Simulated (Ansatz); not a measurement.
# TeAu2 (model cell, started as cuprite): relaxing the cell for a phonon run

Aim: bring TeAu2 (model cell, started as cuprite) to small forces and stress, as phonons need.

Main program and level: Ansatz 0.2.0; DFT PBEsol, scalar-relativistic, plane waves, PAW.

The structure was built from a prototype and need not be the compound's stable phase.

**1. The structure**

The structure is cubic, space group Pn-3m (No. 224). The conventional cell has a = 6.930 Å, b = 6.930 Å, c = 6.930 Å, α = 90.00°, β = 90.00°, γ = 90.00°. Nearest to Te lie 4 Au at 3.00 Å. Nearest to Au lie 2 Te at 3.00 Å. Farther neighbours and most contacts between anions are not listed.

**2. A coarse first look**

A quick single point on a coarse mesh tells whether the cell has a gap and how far it is from rest, which sets the k mesh and smearing that follow.

Contents of input.yaml:

```yaml
crystal:
  lattice:
    - [6.93005, 0.0, 0.0]
    - [0.0, 6.93005, 0.0]
    - [0.0, 0.0, 6.93005]
  atoms:
    - { symbol: Te, position: [0.0, 0.0, 0.0] }
    - { symbol: Te, position: [0.5, 0.5, 0.5] }
    - { symbol: Au, position: [0.25, 0.25, 0.25] }
    - { symbol: Au, position: [0.75, 0.75, 0.25] }
    - { symbol: Au, position: [0.75, 0.25, 0.75] }
    - { symbol: Au, position: [0.25, 0.75, 0.75] }
kpoints:
  mp_grid: { grid: [4, 4, 4] }
hamiltonian:
  xc: pbesol
scf:
  occupations: { method: gaussian, width: 0.1 }
output:
  forces: true
  stress: true
  eigenvalues: true
```

Started as:

```console
> ansatz run input.yaml --threads 8 --pin off --max-ram 14336MiB --backend cpu --events-out ev --progress --plain --runs-dir out
```

Numbers of over 12 decimals in the logs are rounded to 6 here.

Log:

```text
Engine: ansatz 0.2.0, x86_64-unknown-linux-gnu
Pseudopotentials: kind: paw
Pseudopotential: Te, paw, valence charge 16, recommended cutoff 420 eV (normal), Te.paw.azcp
Pseudopotential: Au, paw, valence charge 19, recommended cutoff 420 eV (normal), Au.paw.azcp
Functional definition: PBEsol
  exchange = pbesol_x
  correlation = pbesol_c
Crystal: 6 atoms, lattice volume = 332.820 Å³
[...]
k-point 0: bands = [... 50 lower, 0.8080, 1.1965, 1.1965, 1.1965, 1.8253, 4.9459, 4.9459, 4.9459, ... 4 higher]
  k-point 1: bands = [... 50 lower, 1.0215, 1.0391, 1.2154, 1.2154, 2.5820, 4.6058, 4.7376, 4.7376, ... 4 higher]
  k-point 2: bands = [... 50 lower, 1.1187, 1.1187, 1.2957, 1.2957, 3.7083, 3.7083, 4.5507, 4.5507, ... 4 higher]
  k-point 9: bands = [... 50 lower, 0.6366, 1.0056, 1.0056, 1.0056, 2.9167, 4.8149, 4.8149, 4.8149, ... 4 higher]
[key lines of the parts left out:]
SCF converged after 7 iterations
Free energy (F): -65825.196622 eV
Fermi energy:    1.596906 eV
P = ⅓ Tr σ = -7.0047 GPa (-70.047 kbar)
```

The job ended after 4 s (8 threads of Intel Xeon Platinum 8375C at 2.90GHz (Ice Lake), shared host; peak memory 1.2 GiB; 18 s of CPU time).

Numbers from this step:

| Property | Result |
| --- | --- |
| pressure | -7.005 GPa |
| volume per atom | 55.47 Å³ |
| gap on the k-mesh | 0.5052 eV |
| direct gap on mesh | 0.6288 eV |

The coarse mesh shows a gap of 0.51 eV and a pressure of -7.0 GPa.

**3. Bringing the structure to rest, k-mesh 6×6×6**

The cell and atoms are relaxed, since residual forces and stress would shift the frequencies.

input.yaml, the sections that differ from step 2:

```yaml
kpoints:
  mp_grid: { grid: [6, 6, 6] }
scf:
  occupations: { method: gaussian, width: 0.02 }
output:
  forces: true
  stress: true
  eigenvalues: true
  write_density: true
  write_potential: true
  elf: true
  volumetric_format: npy
relax:
  adjacent_minimum: "off"
  f_tol: 0.005
  max_steps: 80
  cell: { stress_tol: 0.05 }
# crystal, hamiltonian: as in step 2
```

Log:

```text
[...]
Crystal: 6 atoms, lattice volume = 332.820 Å³
Basis set: ecut = 420 eV, 6619 PW (Γ), exchange–correlation on 96×96×96 points (8 copies of the dense FFT grid, shifted against one another)
Bands: 65, of which v1, the nominal top of the filled ones, is band 54 counted from 1 (53 counted from 0)
Symmetry: 48 space group operations
[...]
k-points: 20 of 216
[...]
SCF iter   1: F=—  HF=-65825.194242 eV  |F-HF|=—  |Δ(HF+E_count)|=         —  Δρ=1.87e-3  dr2=1.44e-2  ethr=1.77e-3  ⟨swp⟩=6.9  Hψ=5164  notcnv=0  defer=10
[...]
SCF iter   7: F=-65825.198056 eV  HF=-65825.198056 eV  |F-HF|=7.27e-8  |Δ(HF+E_count)|=   8.91e-7  Δρ=2.46e-6  dr2=2.72e-8  ethr=9.26e-11  ⟨swp⟩=16.6  Hψ=10036  notcnv=0
SCF 1 converged in 7 iterations: F = -65825.198056 eV  dr2 = 2.72e-8
[...]
relax step   1: F+E_penalty+E_count = -65825.19805649 eV  Δ(F+E_penalty+E_count) = +0.000e0 eV  max|allowed force component| = 2.891e-19 eV/Å  Δτ_max = 0.0000 Å  P = -7.005 GPa  Ω = 332.820 Å³  (7 SCF iters, dr2 threshold 1.00e-7 eV, accepted)
Crystal: 6 atoms, lattice volume = 286.479 Å³
Basis set: ecut = 420 eV, 5575 PW (Γ), exchange–correlation on 96×96×96 points (8 copies of the dense FFT grid, shifted against one another)
[...]
iter 1 solved again at ethr=2.13e-4 eV; its pass at ethr=3.10e-3 eV (dr2=2.31e-1 eV) is discarded
[...]
SCF iter   7: F=-65827.293909 eV  HF=-65827.293909 eV  |F-HF|=3.51e-7  |Δ(HF+E_count)|=   4.09e-6  Δρ=7.06e-6  dr2=1.98e-7  ethr=5.56e-10  ⟨swp⟩=13.1  Hψ=10261  notcnv=0
SCF 2 converged in 7 iterations: F = -65827.293909 eV  dr2 = 1.98e-7
relax step   2: F+E_penalty+E_count = -65827.29390911 eV  Δ(F+E_penalty+E_count) = -2.096e0 eV  max|allowed force component| = 1.590e-18 eV/Å  Δτ_max = 0.0000 Å  P = -7.309 GPa  Ω = 286.479 Å³  energy of the carried Pulay correction = +4.012e-3 eV  (7 SCF iters, dr2 threshold 6.00e-7 eV, accepted)
Crystal: 6 atoms, lattice volume = 244.653 Å³
Basis set: ecut = 420 eV, 4801 PW (Γ), exchange–correlation on 96×96×96 points (8 copies of the dense FFT grid, shifted against one another)
[...]
SCF iter   7: F=-65829.095200 eV  HF=-65829.095200 eV  |F-HF|=1.36e-7  |Δ(HF+E_count)|=   2.79e-6  Δρ=7.88e-6  dr2=1.91e-7  ethr=5.56e-10  ⟨swp⟩=13.6  Hψ=10192  notcnv=0
SCF 3 converged in 7 iterations: F = -65829.095200 eV  dr2 = 1.91e-7
[...]
relax step   3: F+E_penalty+E_count = -65829.09520013 eV  Δ(F+E_penalty+E_count) = -1.801e0 eV  max|allowed force component| = 2.313e-18 eV/Å  Δτ_max = 0.0000 Å  P = -6.045 GPa  Ω = 244.653 Å³  energy of the carried Pulay correction = +8.189e-3 eV  (7 SCF iters, dr2 threshold 6.00e-7 eV, accepted)
[...]
relax step   4: F+E_penalty+E_count = -65830.04785995 eV  Δ(F+E_penalty+E_count) = -9.527e-1 eV  max|allowed force component| = 2.988e-18 eV/Å  Δτ_max = 0.0000 Å  P = -1.059 GPa  Ω = 207.110 Å³  energy of the carried Pulay correction = +1.249e-2 eV  (7 SCF iters, dr2 threshold 6.00e-7 eV, accepted)
[...]
relax step   5: F+E_penalty+E_count = -65830.05945332 eV  Δ(F+E_penalty+E_count) = -1.159e-2 eV  max|allowed force component| = 4.578e-18 eV/Å  Δτ_max = 0.0000 Å  P = +0.583 GPa  Ω = 200.587 Å³  energy of the carried Pulay correction = +1.330e-2 eV  (5 SCF iters, dr2 threshold 6.00e-7 eV, accepted)
[...]
relax step   6: F+E_penalty+E_count = -65830.06307150 eV  Δ(F+E_penalty+E_count) = -3.618e-3 eV  max|allowed force component| = 4.048e-18 eV/Å  Δτ_max = 0.0000 Å  P = -0.025 GPa  Ω = 202.857 Å³  energy of the carried Pulay correction = +1.301e-2 eV  (4 SCF iters, dr2 threshold 6.00e-7 eV, accepted)
Basis set: ecut = 420 eV, 3911 PW (Γ), exchange–correlation on 80×80×80 points (8 copies of the dense FFT grid, shifted against one another)
[...]
SCF iter   7: F=-65830.055316 eV  HF=-65830.055316 eV  |F-HF|=4.37e-11  |Δ(HF+E_count)|=  2.91e-10  Δρ=7.59e-8  dr2=1.33e-11  ethr=1.00e-12  ⟨swp⟩=7.0  Hψ=6112  notcnv=0
SCF 7 converged in 7 iterations: F = -65830.055316 eV  dr2 = 1.33e-11
relax step   7: F+E_penalty+E_count = -65830.05531626 eV  Δ(F+E_penalty+E_count) = +7.755e-3 eV  max|allowed force component| = 4.144e-18 eV/Å  Δτ_max = 0.0000 Å  P = -0.043 GPa  Ω = 202.857 Å³  stress off target by 4.30e-2 GPa  SCF on the basis re-selected at this cell (its energy is not comparable with the rows above)  (7 SCF iters)
basis re-selected at this cell: Δ(F+E_penalty+E_count) = +7.755e-3 eV, ΔP = -0.017 GPa vs the last step (what re-selecting the basis moved, of the pressure what is left beyond the Pulay correction that the steps carried, after the strain that the cell walked since its last selection, with what the two solves' SCF thresholds leave and, on support functions, any second-order correction that the steps lacked; it is no measure of the basis error at this ecutwfc). The dense FFT grid was sized anew with the basis: this SCF ran on 40×40×40 points, the steps before it on 48×48×48, so part of this shift can come from that change (see relax.cell in the input reference). [rest of the remark cut]
SCF converged after 7 iterations
Free energy (F): -65830.055316 eV
[...]
Internal energy: -65830.055316 eV  (E = F + TS)
E sigma→0 (E₀):  -65830.055316 eV
Fermi energy:    7.602590 eV
[...]
--- Stress (GPa, compression-positive) ---
       -0.042967      -0.000000      -0.000000
       -0.000000      -0.042967      -0.000000
       -0.000000      -0.000000      -0.042967
  P = ⅓ Tr σ = -0.0430 GPa (-0.430 kbar)
--- Band table (eV; the first three rows and the last of 20) ---
  k-point 0: bands = [... 50 lower, 5.3151, 6.3164, 6.3164, 6.3164, 8.6341, 9.2174, 9.2174, 12.4631, ... 7 higher]
  k-point 1: bands = [... 50 lower, 5.6368, 6.0156, 6.3185, 6.3185, 9.0589, 9.4151, 9.7336, 11.8873, ... 7 higher]
  k-point 2: bands = [... 50 lower, 6.0301, 6.0301, 6.3833, 6.3833, 9.9650, 9.9974, 10.8857, 11.3068, ... 7 higher]
  k-point 19: bands = [... 50 lower, 5.4622, 5.8563, 5.8563, 5.8563, 10.7022, 10.8446, 10.8446, 10.8446, ... 7 higher]
--- Relaxed structure (6 steps of the walk, 6 accepted, 1 SCFs on fresh bases) ---
  F+E_penalty+E_count = -65830.05531626 eV   max|allowed force component| = 4.144e-18 eV/Å   (the final SCF, on the basis selected at the relaxed cell)
  cell:  # Å, volume = 202.8574 Å³
    - [5.875754, 0, 0]
    - [0, 5.875754, 0]
    - [0, 0, 5.875754]
  atoms:
    - { symbol: Te, position: [0, 0, 0] }
    - { symbol: Te, position: [0.5, 0.5, 0.5] }
    - { symbol: Au, position: [0.25, 0.25, 0.25] }
    - { symbol: Au, position: [0.750000, 0.750000, 0.25] }
    - { symbol: Au, position: [0.750000, 0.25, 0.750000] }
    - { symbol: Au, position: [0.25, 0.750000, 0.750000] }
```

The job ended after 55 s (8 threads; peak memory 1.3 GiB; 4.3 min of CPU time).

Relaxation path:

```
step  energy less that of the first step (eV)  largest force component (eV/Å)  pressure (GPa)  volume (Å³)
   1                                   0.0000                          0.0000           -7.00       332.82
   2                                  -2.0959                          0.0000           -7.31       286.48
   3                                  -3.8971                          0.0000           -6.05       244.65
   4                                  -4.8498                          0.0000           -1.06       207.11
   5                                  -4.8614                          0.0000            0.58       200.59
   6                                  -4.8650                          0.0000           -0.03       202.86
  7*                                  -4.8573                          0.0000           -0.04       202.86
```

Relaxation steps marked * repeat the geometry before them on a plane-wave basis chosen anew for their cell, so energy and pressure can jump there.

The run keeps the 48 symmetry operations that it works with, so distortions that break them were not tested.

```
     cell as run  before  after   change
           a (Å)   6.930  5.876  -15.2 %
           b (Å)   6.930  5.876  -15.2 %
           c (Å)   6.930  5.876  -15.2 %
volume (Å³/atom)   55.47  33.81  -39.0 %
```

Final coordinates:

```xyz
6
Lattice="5.8758 0.0000 0.0000 0.0000 5.8758 0.0000 0.0000 0.0000 5.8758" Properties=species:S:1:pos:R:3 pbc="T T T"
Te    0.0000    0.0000    0.0000
Te    2.9379    2.9379    2.9379
Au    1.4689    1.4689    1.4689
Au    4.4068    4.4068    1.4689
Au    4.4068    1.4689    4.4068
Au    1.4689    4.4068    4.4068
```

Numbers from this step:

| Item | Value |
| --- | --- |
| pressure | -0.04297 GPa |
| gap on the k-mesh | 2.063 eV |
| volume per atom | 33.81 Å³ |
| direct gap on mesh | 2.318 eV |

Electrostatic potential energy in the ac plane at fractional y = 0.250, with atoms of Au within 0.2 Å of it. With pseudopotentials it is smooth inside the atoms' cores, unlike the true potential.

Ten even steps from '0' (-41 eV) to '9' (13 eV), each cell a mean:
```
9999999999988899
9999999999744589
9999999998300158
9999999997100048
9999999997200048
9999999998521379
9999999999877899
9999999999999999
9998889999999999
9974458999999999
9830015899999999
9710004899999999
9720004899999999
9852137999999999
9987789999999999
9999999999999999
```
Columns run along a (5.9 Å; values clipped at the 3rd and 97th percentile), rows up along c (5.9 Å). Atoms in or near the plane, at fractional coordinates: Au at (0.25, 0.25), Au at (0.75, 0.75).

Valence density in the ac plane at fractional y = 0.250, with atoms of Au within 0.2 Å of it. It is the smooth field of the valence electrons, not physical close to the nuclei.

Ten steps, logarithmic in the rise over the least value, from '_' (0 e/Å³) to '@' (13 e/Å³), each cell a mean:
```
......____________....::::::::..
....______________::==++**++--::
..______________..--**%%%%##++::
..______________..==##@@@@%%**::
..______________..==##@@@@%%++::
______________....--++####**==..
____________......::--====--::..
______......................____
__....::::::::........__________
__::==++**++--::....____________
..--**%%%%##++::..______________
..==##@@@@%%**::..______________
..==##@@@@%%++::..______________
..--++####**==..______________..
..::--====--::..____________....
............__________..........
```
Columns run along a (5.9 Å), rows up along c (5.9 Å). Atoms in or near the plane, at fractional coordinates: Au at (0.25, 0.25), Au at (0.75, 0.75).

ELF in the ac plane at fractional y = 0.250, with atoms of Au within 0.2 Å of it. It is the smooth field of the valence electrons, not physical close to the nuclei.

Ten even steps from '0' (0.01) to '9' (0.72), each cell a mean:
```
5432210012444345
4321000024566544
3210000135678753
3100000235799864
2100001234689764
2000012343567654
0001123454345542
0022334555433321
1244434554322100
2456654443210000
3567875332100001
3579986431000002
3468976421000012
4356765420000123
5434554200011234
5543332100223345
```
Columns run along a (5.9 Å), rows up along c (5.9 Å). Atoms in or near the plane, at fractional coordinates: Au at (0.25, 0.25), Au at (0.75, 0.75).

In this step the volume went from 55.47 to 33.81 Å³/atom.

**4. Bringing the structure to rest, k-mesh 4×4×4**

The relaxation is repeated from its end, on the mesh and smearing that suit the cell and gap now reached.

input.yaml, the sections that differ from step 3:

```yaml
crystal:
  lattice:
    - [5.8757541889, 0.0, 0.0]
    - [0.0, 5.8757541889, 0.0]
    - [0.0, 0.0, 5.8757541889]
  atoms:
    - { symbol: Te, position: [0.0, 0.0, 0.0] }
    - { symbol: Te, position: [0.5, 0.5, 0.5] }
    - { symbol: Au, position: [0.25, 0.25, 0.25] }
    - { symbol: Au, position: [0.75, 0.75, 0.25] }
    - { symbol: Au, position: [0.75, 0.25, 0.75] }
    - { symbol: Au, position: [0.25, 0.75, 0.75] }
kpoints:
  mp_grid: { grid: [4, 4, 4] }
output:
  forces: true
  stress: true
  eigenvalues: true
# hamiltonian, scf, relax: as in step 3
```

Log:

```text
[...]
Crystal: 6 atoms, lattice volume = 202.857 Å³
Basis set: ecut = 420 eV, 3911 PW (Γ), exchange–correlation on 80×80×80 points (8 copies of the dense FFT grid, shifted against one another)
Bands: 65, of which v1, the nominal top of the filled ones, is band 54 counted from 1 (53 counted from 0)
[... 1 set-up line as in the run before ...]
[...]
k-points: 10 of 64
[...]
cell:  # Å, volume = 202.8574 Å³
    - [5.8757541889, 0.0, 0.0]
    - [0.0, 5.8757541889, 0.0]
    - [0.0, 0.0, 5.8757541889]
  atoms:
    - { symbol: Te, position: [0.0, 0.0, 0.0] }
    - { symbol: Te, position: [0.5, 0.5, 0.5] }
    - { symbol: Au, position: [0.25, 0.25, 0.25] }
    - { symbol: Au, position: [0.75, 0.75, 0.25] }
    - { symbol: Au, position: [0.75, 0.25, 0.75] }
    - { symbol: Au, position: [0.25, 0.75, 0.75] }
[key lines of the parts left out:]
SCF converged after 6 iterations
Free energy (F): -65830.053518 eV
Fermi energy:    7.592001 eV
P = ⅓ Tr σ = -0.0374 GPa (-0.374 kbar)
```

Wall time 6 s (8 threads); peak memory 0.88 GiB.

Little changed from the start: no atom moved by 0.005 Å and no cell edge by 0.1 %.

This step gave:

```
pressure          : -0.03744 GPa
gap on the k-mesh : 2.085 eV
```

In this step the volume went from 33.81 to 33.81 Å³/atom.

**5. Tight relaxation**

Phonons need a cell at rest on their own settings, so the relaxation is repeated with tight tolerances on forces and stress, using the mesh and the filling of the phonon run that follows.

input.yaml, as its differences from that of step 4:

```diff
@@ -17,3 +17,3 @@
 scf:
-  occupations: { method: gaussian, width: 0.02 }
+  occupations: { method: fixed }
 output:
@@ -24,4 +24,4 @@
   adjacent_minimum: "off"
-  f_tol: 0.005
-  max_steps: 80
-  cell: { stress_tol: 0.05 }
+  f_tol: 0.001
+  max_steps: 60
+  cell: { stress_tol: 0.01 }
```

Log:

```text
[...]
Crystal: 6 atoms, lattice volume = 202.857 Å³
Basis set: ecut = 420 eV, 3911 PW (Γ), exchange–correlation on 80×80×80 points (8 copies of the dense FFT grid, shifted against one another)
Bands: 65, of which v1, the nominal top of the filled ones, is band 54 counted from 1 (53 counted from 0)
[... 1 set-up line as in the run before ...]
[...]
k-points: 10 of 64
[...]
cell:  # Å, volume = 202.7133 Å³
    - [5.874362, 0, 0]
    - [0, 5.874362, 0.0]
    - [0, 0, 5.874362]
  atoms:
    - { symbol: Te, position: [0, 0, 0] }
    - { symbol: Te, position: [0.5, 0.5, 0.5] }
    - { symbol: Au, position: [0.25, 0.25, 0.25] }
    - { symbol: Au, position: [0.75, 0.75, 0.25] }
    - { symbol: Au, position: [0.75, 0.25, 0.75] }
    - { symbol: Au, position: [0.25, 0.75, 0.75] }
[key lines of the parts left out:]
SCF converged after 6 iterations
Free energy (F): -65830.053526 eV
Fermi energy:    6.559038 eV
P = ⅓ Tr σ = 0.0001 GPa (0.001 kbar)
```

Elapsed: 10 s, on 8 threads; peak memory 0.89 GiB.

Little changed from the start: no atom moved by 0.005 Å and no cell edge by 0.1 %.

This step gave:

- pressure: 9.10e-5 GPa
- gap on the k-mesh: 2.089 eV
- volume per atom: 33.79 Å³
- direct gap on mesh: 2.322 eV

The forces vanish by symmetry and the pressure is 0.000 GPa, within the tolerances set. The cell now holds 33.79 Å³/atom.

**6. Results**

| Property | Result |
| --- | --- |
| space group after relaxation (within 0.01 Å) | Pn-3m |
| lattice constant a | 5.874 Å |
| lattice constant b | 5.874 Å |
| lattice constant c | 5.874 Å |
| volume per atom | 33.8 Å³ |
| gap on the k-mesh | 2.09 eV |

What this shows: The forces vanish by symmetry and the pressure is 0.000 GPa, within the tolerances set. The cell now holds 33.79 Å³/atom. The relaxation keeps the symmetry of its start, so it says nothing on stability against lower symmetry. Spin-orbit coupling is left out, which can matter for the heavy elements here. The starting cell was built on a prototype and not taken from a measurement, so the phase need not exist.

[Logs are printed without paths, hosts, clocks, repeated set-up lines and the standing remarks that a program may print on its own settings, such as how far it seeks lower states.]

[Hosts, paths, dates, database ids (printed as entryN), source tags and the programs' standing remarks are cut or masked in the printed files.]
